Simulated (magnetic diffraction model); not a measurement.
# Solving a magnetic structure from powder neutron data: TbNO₄

Space group Pnma (no. 62), a = 7.1290 Å, b = 5.4850 Å, c = 9.2930 Å.

| site | atom | x | y | z |
| --- | --- | --- | --- | --- |
| 4c | Tb | 0.8154 | 3/4 | 0.8420 |
| 4c | O | 0.5274 | 3/4 | 0.8336 |
| 4c | O | 0.7112 | 3/4 | 0.2897 |
| 8d | O | 0.1681 | 0.4567 | 0.8939 |
| 4c | N | 0.7880 | 3/4 | 0.1628 |

The compound is invented for this exercise: a known structure type with other elements, its cell scaled to their sizes and not relaxed.

Only Tb is taken to order (form factors of Tb3+); orders and moment sizes are assumed, and not adapted to the symmetry. Radiation: neutrons of λ = 4.2 Å, 5° to 100°; isotropic B of 0.23 Å² (Tb), 0.46 Å² (O) and 0.38 Å² (N). The intensities are simulated: I ∝ L Σ (|F_N|² + |F_M⊥|²) for unpolarised neutrons, with F_M = 2.695 fm/μB × Σ f(s) S exp(2πi Q·r) exp(−B s²) at Q = H ± k (one set where k and −k are equivalent), only the part normal to Q counting and L = 1/(sin²θ cos θ). For collinear order S is the moment m, which repeats by lattice and centring translations R with the sign exp(−2πi k·R). Form factors are spin-only for 3d ions and dipole or tabulated for f ions, scattering lengths are Sears's of 1992, and absorption is left out. A label names one of the reflections at its angle. The strongest nuclear line in the range is 100, and lines under 0.2 are left out.

Above the ordering temperature:

| 2θ (°) | index | I |
| --- | --- | --- |
| 43.59 | (1 0 1) | 17.9 |
| 52.79 | (0 1 1) | 10.8 |
| 53.74 | (0 0 2) | 43.7 |
| 64.46 | (1 1 1) | 79.1 |
| 65.30 | (1 0 2) | 27.4 |
| 72.19 | (2 0 0) | 65.1 |
| 78.25 | (2 0 1) | 6.1 |
| 82.83 | (1 1 2) | 24.9 |
| 89.28 | (2 1 0) | 17.1 |
| 95.13 | (2 1 1) | 100.0 |
| 95.32 | (1 0 3) | 2.1 |
| 95.89 | (2 0 2) | 10.5 |
| 99.94 | (0 2 0) | 45.2 |

Below it (cell unchanged):

```tsv
2θ (°)	I
34.26	52.7
43.59	171.9
52.79	10.8
53.74	43.7
57.77	206.3
64.46	116.3
65.30	28.9
72.19	65.1
72.64	57.9
78.25	23.9
82.83	44.6
89.28	17.1
95.13	133.0
95.32	2.5
95.89	42.4
99.94	45.2
```

**Question.** Find the propagation vector, then choose among these models:
A. collinear moments along [010], 8.8 μB on Tb; signs + at (0.8154, 3/4, 0.8420), − at (0.3154, 3/4, 0.6580), − at (0.1846, 1/4, 0.1580), − at (0.6846, 1/4, 0.3420)
B. collinear moments along [001], 8.8 μB on Tb; signs + at (0.8154, 3/4, 0.8420), − at (0.3154, 3/4, 0.6580), − at (0.1846, 1/4, 0.1580), − at (0.6846, 1/4, 0.3420)
C. collinear moments along [001], 8.8 μB on Tb; signs + at (0.8154, 3/4, 0.8420), − at (0.3154, 3/4, 0.6580), + at (0.1846, 1/4, 0.1580), − at (0.6846, 1/4, 0.3420)
D. collinear moments along [010], 8.8 μB on Tb; signs + at (0.8154, 3/4, 0.8420), − at (0.3154, 3/4, 0.6580), + at (0.1846, 1/4, 0.1580), − at (0.6846, 1/4, 0.3420)

No line moves, and magnetic intensity falls on nuclear lines such as the one at 43.59°; new lines at (1 0 0), (1 1 0) and (0 1 2) have whole indices that obey the lattice centring, at places with no nuclear intensity to speak of, so the magnetic cell equals the chemical primitive cell: k = 0.

Magnetic intensity, observed (below minus above) and for each model:

| 2θ (°) | index | observed | A | B | C | D |
| --- | --- | --- | --- | --- | --- | --- |
| 26.12 | (0 0 1) | <0.2 | 140.8 | <0.2 | <0.2 | 168.1 |
| 43.59 | (1 0 1) | 154.0 | 103.8 | 65.3 | 154.0 | 244.7 |
| 45.02 | (0 1 0) | <0.2 | <0.2 | 48.8 | <0.2 | <0.2 |
| 52.79 | (0 1 1) | <0.2 | 18.7 | 53.6 | <0.2 | <0.2 |
| 57.77 | (1 1 0) | 206.3 | 22.8 | 61.4 | 206.3 | 76.7 |
| 64.46 | (1 1 1) | 37.1 | 49.0 | 82.9 | 37.1 | 21.9 |
| 72.64 | (0 1 2) | 57.9 | 24.1 | 17.3 | 57.9 | 80.7 |
| 85.36 | (0 0 3) | <0.2 | 16.2 | <0.2 | <0.2 | 63.2 |

Model C matches.

The absence at (0 0 1) is telling: Q lies along the moments there, so the part normal to Q vanishes.

The structure used: k = (0 0 0), collinear moments along [001], 8.8 μB on Tb; signs + at (0.8154, 3/4, 0.8420), − at (0.3154, 3/4, 0.6580), + at (0.1846, 1/4, 0.1580), − at (0.6846, 1/4, 0.3420).

[Logs are printed without paths, hosts, clocks, repeated set-up lines and the standing remarks that a program may print on its own settings, such as how far it seeks lower states.]
